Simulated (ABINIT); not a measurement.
## BAs (F-43m): G0W0 with ABINIT, start to end

Aim: the G0W0 gap of BAs (F-43m) on PBE, step by step.

Program: ABINIT 10.8.3. Level of theory: PBE and many-body steps on it, plane waves. Results are calculated unless marked as measured.

**The experiments to reproduce.**

- Gap 2.02 eV: indirect gap from square root of absorption coefficient, average of three samples; transmission and reflection spectroscopy; 300 K; bulk crystal (CVT-grown platelets about 10 um thick) (“Optical properties of cubic boron arsenide”, 2019, arxiv:1911.04914).

- Gap 4.12 eV: direct gap from square of absorption coefficient, average of two samples; spectroscopic ellipsometry; 300 K; bulk crystal (CVT-grown opaque bulk crystals) (“Optical properties of cubic boron arsenide”, 2019, arxiv:1911.04914).

- Gap 1.82 eV: indirect gap from Tauc plot of optical absorption; UV-visible absorption, indirect Tauc plot; 300 K; bulk crystal (three thin as-grown single crystals with the same absorption edge) (“Photoluminescence mapping and time-domain thermo-photoluminescence for rapid imaging and measurement of thermal conductivity of boron arsenide”, 2019, arxiv:1910.07149).

- Gap 1.82 eV: indirect optical gap from absorption edge; UV-visible absorption; 300 K; bulk crystal (single crystal grown by chemical vapor transport) (“Basic Physical Properties of Cubic Boron Arsenide”, 2019, arxiv:1911.11281).

Report form: the programs' logs are mostly left out.

### 1. The structure

It takes space group F-43m (No. 216, cubic). Conventional cell: a = 4.777 Å, b = 4.777 Å, c = 4.777 Å, α = 90.00°, β = 90.00°, γ = 90.00°. B has 4 As at 2.07 Å nearest. As has 4 B at 2.07 Å nearest. Farther neighbours are not listed.

The cell and positions come from the Crystallography Open Database and are kept as given unless a step says otherwise.

### 2. Ground state

This step: ABINIT 10.8.3; DFT, PBE, plane waves, norm-conserving pseudopotentials.

The ground-state density comes first.

run.abi

```
acell 3*1.0 Angstrom
rprim 
  -0.000000000000 2.388500000000 2.388500000000
  2.388500000000 -0.000000000000 2.388500000000
  2.388500000000 2.388500000000 -0.000000000000
ntypat 2
znucl 5 33
natom 2
typat 1 2
xred 
  0.000000000000 0.000000000000 0.000000000000
  0.250000000000 0.250000000000 0.250000000000
pp_dirpath "pseudos"
pseudos "B.upf, As.upf"
ecut 44
ngkpt 8 8 8
nshiftk 1
shiftk 0 0 0
kptopt 1
chksymbreak 0
nband 18
occopt 1
tolvrs 1e-10
nstep 60
prtwf 0
optforces 0
optstress 0
indata_prefix "in"
outdata_prefix "out"
tmpdata_prefix "tmp"
```

On the command line:

```console
$ OMP_NUM_THREADS=1 mpirun -n 8 abinit run.abi > log
```

Wall time 9 s (8 MPI ranks of Arm Neoverse V1, shared host); peak memory 0.56 GiB.

This step gave:

```yaml
total_energy: -8386.3532 eV
gap: 1.208 eV
k_of_the_valence_top: 0, 0, 0
k_of_the_conduction_bottom: 0.375, 0.375, 0
least_direct_gap: 3.289 eV
```

The gap is indirect, with the least direct gap 2.08 eV higher.

### 3. Bands along the symmetry lines

The cheap functional maps the bands first; the places of the edges decide which points the dearer methods must see.

run.abi

```
acell 3*1.0 Angstrom
rprim 
  -0.000000000000 2.388500000000 2.388500000000
  2.388500000000 -0.000000000000 2.388500000000
  2.388500000000 2.388500000000 -0.000000000000
ntypat 2
znucl 5 33
natom 2
typat 1 2
xred 
  0.000000000000 0.000000000000 0.000000000000
  0.250000000000 0.250000000000 0.250000000000
pp_dirpath "pseudos"
pseudos "B.upf, As.upf"
ecut 44
iscf -2
irdden 1
kptopt 0
nkpt 50
kpt 
  0.00000000 0.00000000 0.00000000
  -0.06250000 -0.06250000 0.00000000
  -0.12500000 -0.12500000 0.00000000
  -0.18750000 -0.18750000 0.00000000
  -0.25000000 -0.25000000 0.00000000
  -0.31250000 -0.31250000 0.00000000
  -0.37500000 -0.37500000 0.00000000
  -0.43750000 -0.43750000 0.00000000
  -0.50000000 -0.50000000 0.00000000
  -0.48437500 -0.48437500 0.03125000
  -0.46875000 -0.46875000 0.06250000
  -0.45312500 -0.45312500 0.09375000
  -0.43750000 -0.43750000 0.12500000
  -0.42187500 -0.42187500 0.15625000
  -0.40625000 -0.40625000 0.18750000
  -0.39062500 -0.39062500 0.21875000
  -0.37500000 -0.37500000 0.25000000
  -0.37500000 0.00000000 0.37500000
  -0.32812500 0.00000000 0.32812500
  -0.28125000 0.00000000 0.28125000
  -0.23437500 0.00000000 0.23437500
  -0.18750000 0.00000000 0.18750000
  -0.14062500 0.00000000 0.14062500
  -0.09375000 0.00000000 0.09375000
  -0.04687500 0.00000000 0.04687500
  0.00000000 0.00000000 0.00000000
  0.00000000 0.00000000 0.06250000
  0.00000000 0.00000000 0.12500000
  0.00000000 0.00000000 0.18750000
  0.00000000 0.00000000 0.25000000
  0.00000000 0.00000000 0.31250000
  0.00000000 0.00000000 0.37500000
  0.00000000 0.00000000 0.43750000
  -0.00000000 -0.00000000 0.50000000
  -0.06250000 -0.03125000 0.46875000
  -0.12500000 -0.06250000 0.43750000
  -0.18750000 -0.09375000 0.40625000
  -0.25000000 -0.12500000 0.37500000
  -0.31250000 -0.15625000 0.34375000
  -0.37500000 -0.18750000 0.31250000
  -0.43750000 -0.21875000 0.28125000
  -0.50000000 -0.25000000 0.25000000
  -0.50000000 -0.28125000 0.21875000
  -0.50000000 -0.31250000 0.18750000
  -0.50000000 -0.34375000 0.15625000
  -0.50000000 -0.37500000 0.12500000
  -0.50000000 -0.40625000 0.09375000
  -0.50000000 -0.43750000 0.06250000
  -0.50000000 -0.46875000 0.03125000
  -0.50000000 -0.50000000 0.00000000
istwfk *1
nband 20
nbdbuf 2
tolwfr 1e-08
nstep 40
prtwf 0
prtvol 0
indata_prefix "in"
outdata_prefix "out"
tmpdata_prefix "tmp"
```

It took 7.9 s on 8 MPI ranks; peak memory 0.5 GiB; 63 s of CPU time.

Numbers from this step:

```yaml
gap: 1.208 eV
k_of_the_valence_top: 0, 0, 0
k_of_the_conduction_bottom: -0.375, -0.375, 0
least_direct_gap: 3.289 eV
```

The gap is 1.208 eV, as in the run before at this level.

Electronic bands along the path, in eV, zero at the top of the highest filled band:

| point | band 10 | band 11 | band 12 | band 13 | band 14 | band 15 | band 16 | band 17 |
| --- | --- | --- | --- | --- | --- | --- | --- | --- |
| Γ | -15.40 | 0.00 | 0.00 | 0.00 | 3.29 | 3.29 | 3.29 | 4.68 |
| halfway | -14.06 | -4.10 | -2.70 | -2.70 | 1.67 | 4.55 | 7.42 | 7.42 |
| X | -11.22 | -8.51 | -4.07 | -4.07 | 1.45 | 1.46 | 11.40 | 11.40 |
| halfway | -11.19 | -8.41 | -4.90 | -3.92 | 1.61 | 2.81 | 10.72 | 10.82 |
| U | -11.27 | -8.13 | -5.94 | -3.48 | 2.06 | 5.56 | 9.24 | 9.78 |
| jump to K | -11.27 | -8.13 | -5.94 | -3.48 | 2.06 | 5.56 | 9.24 | 9.78 |
| halfway | -13.92 | -5.13 | -3.78 | -1.13 | 3.99 | 4.92 | 5.80 | 7.01 |
| Γ | -15.40 | 0.00 | 0.00 | 0.00 | 3.29 | 3.29 | 3.29 | 4.68 |
| halfway | -14.40 | -4.93 | -1.15 | -1.15 | 3.07 | 4.67 | 4.67 | 7.91 |
| L | -12.53 | -8.77 | -1.82 | -1.82 | 2.70 | 4.81 | 4.81 | 8.90 |
| halfway | -11.96 | -8.28 | -4.55 | -3.07 | 3.99 | 4.79 | 7.48 | 9.06 |
| W | -11.07 | -8.05 | -5.48 | -5.19 | 5.28 | 5.95 | 6.84 | 7.06 |
| halfway | -11.15 | -8.31 | -4.81 | -4.69 | 2.90 | 3.02 | 9.72 | 10.01 |
| X | -11.22 | -8.51 | -4.07 | -4.07 | 1.45 | 1.46 | 11.40 | 11.40 |

### 4. Empty states on the mesh, 4×4×4 mesh, 110 bands

The sums over transitions need many empty states on a uniform mesh; this step solves for them.

run.abi

```
acell 3*1.0 Angstrom
rprim 
  -0.000000000000 2.388500000000 2.388500000000
  2.388500000000 -0.000000000000 2.388500000000
  2.388500000000 2.388500000000 -0.000000000000
ntypat 2
znucl 5 33
natom 2
typat 1 2
xred 
  0.000000000000 0.000000000000 0.000000000000
  0.250000000000 0.250000000000 0.250000000000
pp_dirpath "pseudos"
pseudos "B.upf, As.upf"
ecut 44
ngkpt 4 4 4
nshiftk 1
shiftk 0 0 0
kptopt 1
chksymbreak 0
irdden 1
istwfk *1
nband 110
prtvol 0
optdriver 6
gwr_task "HDIAGO"
paral_kgb 0
occopt 1
indata_prefix "in"
outdata_prefix "out"
tmpdata_prefix "tmp"
```

Run time: 17 s. Hardware: 8 MPI ranks; peak memory 3.3 GiB; 2.2 min of CPU time.

Numbers from this step:

| Item | Value |
| --- | --- |
| gap | 1.453 eV |
| k of the valence top | 0, 0, 0 |
| k of the conduction bottom | 0.5, 0.5, 0 |
| least direct gap | 3.289 eV |
| k points computed | 8 |
| lowest point of the top converged band, above the valence top | 112.2428 eV |

On this mesh the gap is 1.453 eV. The earlier step found 1.208 eV, so this mesh misses an edge.

### 5. Screening, 4×4×4 mesh, 102 bands, screening to 190.5 eV

The RPA dielectric matrix is built and inverted for each q.

This step: RPA screening on PBE, plane waves, norm-conserving pseudopotentials.

Edit run.abi of step 4 so:

```diff
@@ -20,10 +20,11 @@
 chksymbreak 0
-irdden 1
 istwfk *1
-nband 110
-prtvol 0
-optdriver 6
-gwr_task "HDIAGO"
-paral_kgb 0
 occopt 1
+irdwfk 1
+optdriver 3
+nband 102
+ecuteps 7
+inclvkb 2
+awtr 1
+symchi 1
 indata_prefix "in"
```

Elapsed: 13 s, on 8 MPI ranks; peak memory 1.1 GiB.

Numbers from this step:

```yaml
eps_infinity_with_local_fields_on_this_mesh_along_the_program_s_q_direction: 13.99
the_same_without_local_fields: 15.30
plasma_frequency: 36.27 eV
plane_waves_in_the_screening_matrix: 169
```

Local fields lower ε∞ by 9 %. On a Γ-centred mesh this coarse the value itself is usually too large, while a short band sum pulls it down.

### 6. Self-energy, 4×4×4 mesh, 102 bands, screening to 190.5 eV

The self-energy is evaluated for the states that the input lists, and the levels follow from it, in one-shot runs by the linearised quasiparticle equation.

This step: G0W0 on PBE, plane waves, norm-conserving pseudopotentials.

Edit run.abi of step 5 so:

```diff
@@ -23,8 +23,17 @@
 irdwfk 1
-optdriver 3
+optdriver 4
 nband 102
+gwcalctyp 0
+ecutsigx 44
+symsigma 1
+nkptgw 2
+kptgw 
+  0.0000000000 0.0000000000 0.0000000000
+  0.5000000000 0.5000000000 0.0000000000
+bdgw 
+  11 16
+  12 15
 ecuteps 7
-inclvkb 2
-awtr 1
-symchi 1
+irdscr 1
+ppmodel 1
 indata_prefix "in"
```

Wall time 4.7 s (8 MPI ranks); peak memory 0.95 GiB.

This step gave:

```
G0W0 gap on the points computed              : 1.947 eV
starting gap on the mesh                     : 1.453 eV
k of the valence top                         : 0, 0, 0
k of the conduction bottom                   : 0.5, 0.5, 0
Z at the valence top                         : 0.808
Z at the conduction bottom                   : 0.818
least direct G0W0 gap on the computed points : 4.12 eV
```

The gap on the mesh goes from 1.45 eV to 1.95 eV, a correction of +0.49 eV. The start differs from the 1.21 eV found before because the two sample other k points.

Limits: finite bands, cutoff and mesh; no spin-orbit coupling; coarse k mesh. v1 is the top filled band, c1 the lowest empty one. The levels before and after the correction (eV, zero at the valence-band top of each column):

```csv
,conduction bottom,valence top
Kohn-Sham,1.45,0.00
G0W0,1.95,0.00
```

|  | level | energy (eV) |
| --- | --- | --- |
| Kohn-Sham | Γ v3-v1 | 0.000 |
| Kohn-Sham | Γ c1-c3 | 3.289 |
| Kohn-Sham | (0.5 0.5 0) v2-v1 | -4.073 |
| Kohn-Sham | (0.5 0.5 0) c1 | 1.453 |
| Kohn-Sham | (0.5 0.5 0) c2 | 1.458 |
| G0W0 | Γ v3-v1 | 0.000 |
| G0W0 | Γ c1-c3 | 4.120 |
| G0W0 | (0.5 0.5 0) v2-v1 | -4.322 |
| G0W0 | (0.5 0.5 0) c1 | 1.947 |
| G0W0 | (0.5 0.5 0) c2 | 2.029 |

### 7. Where the time went

Times are wall times on 8 MPI ranks of Arm Neoverse V1, shared host, good to a factor of about two.

```csv
step,time,share,memory (GiB)
ground state,9 s,18 %,0.56
bands along the symmetry lines,7.9 s,16 %,0.5
empty states on the mesh,17 s,32 %,3.3
screening,13 s,25 %,1.1
self-energy,4.7 s,9 %,0.95
```

### 8. Outcome

| Property | Result |
| --- | --- |
| PBE gap | 1.21 eV, indirect |
| G0W0 gap on the mesh | 1.95 eV |
| G0W0 gap over the zone (rigid shift) | 1.70 eV |
| GW settings | 4×4×4 mesh, 102 bands, screening to 190.5 eV, Godby-Needs plasmon pole |
| known limits | not at the basis limit; no spin-orbit coupling; coarse k mesh |

In words: G0W0 moves the gap on the mesh from 1.45 eV to 1.95 eV (+0.49 eV), with Z of 0.81 and 0.82 at the edges. The mesh misses the band edges by 0.25 eV in all; a rigid shift gives 1.70 eV for the zone. Local fields lower the RPA ε∞ on this mesh from 15.30 to 13.99; a Γ-centred mesh this coarse tends to raise both, most where the direct gap is narrow, while a short band sum lowers them. Only 2 of the mesh's irreducible points were corrected, so a valley elsewhere could overtake. Against experiment, by G0W0@PBE: the gap of 1.70 eV lies −0.32 eV from the measured 2.02 eV (indirect, 300 K, 2019); the direct gap of 4.12 eV lies +0.00 eV from the measured 4.12 eV (direct, 300 K, 2019); the gap of 1.70 eV lies −0.12 eV from the measured 1.82 eV (indirect, 300 K, 2019); the gap of 1.70 eV lies −0.12 eV from the measured 1.82 eV (indirect, 300 K, 2019). An exciton line or allowed optical edge lies below the quasiparticle gap by the binding energy; a forbidden edge can push the onset above it. The calculation has static nuclei and no excitons; a measured gap holds zero-point and thermal motion, which mostly lowers it. Bands and cutoff are finite, so the gap is not at the basis limit. The miss can reach some tenths of an eV and take either sign; the mesh is an error of its own. In the G0W0 run levels were corrected at 2 k points alone, so a gap called «on the mesh» is the least over those, and an edge elsewhere would be missed. A denser mesh or path gives a starting gap of 1.21 eV: the GW mesh misses a band edge, so its gaps are not the fundamental one. The 4×4×4 mesh is coarse for this cell, which bears on the long-range parts of exchange and screening. The many-body steps are scalar-relativistic: spin-orbit coupling is not in them.

[Paths, hosts, dates, memory and timing lines, banners, echoed tables and standing remarks are left out of the program output.]

[Logs are printed without paths, hosts, clocks, repeated set-up lines and the standing remarks that a program may print on its own settings, such as how far it seeks lower states.]

[Runs of the session that timed out or met a known fault of the program may be left out.]

[No measured gap is set beside runs whose start may be inverted or whose files or cutoffs have a known fault.]

[Hosts, paths, dates, database ids (printed as entryN), source tags and the programs' standing remarks are cut or masked in the printed files.]

[G0W0 gaps are taken among the corrected bands and points alone; a level outside them can change the order at an edge.]

[Where Ansatz stands beside ABINIT at settings called matched, ABINIT's density can come from a denser mesh and the files from another edition; pairs whose starting gaps differed by over 0.03 eV were left out, so agreement reads better than it is.]
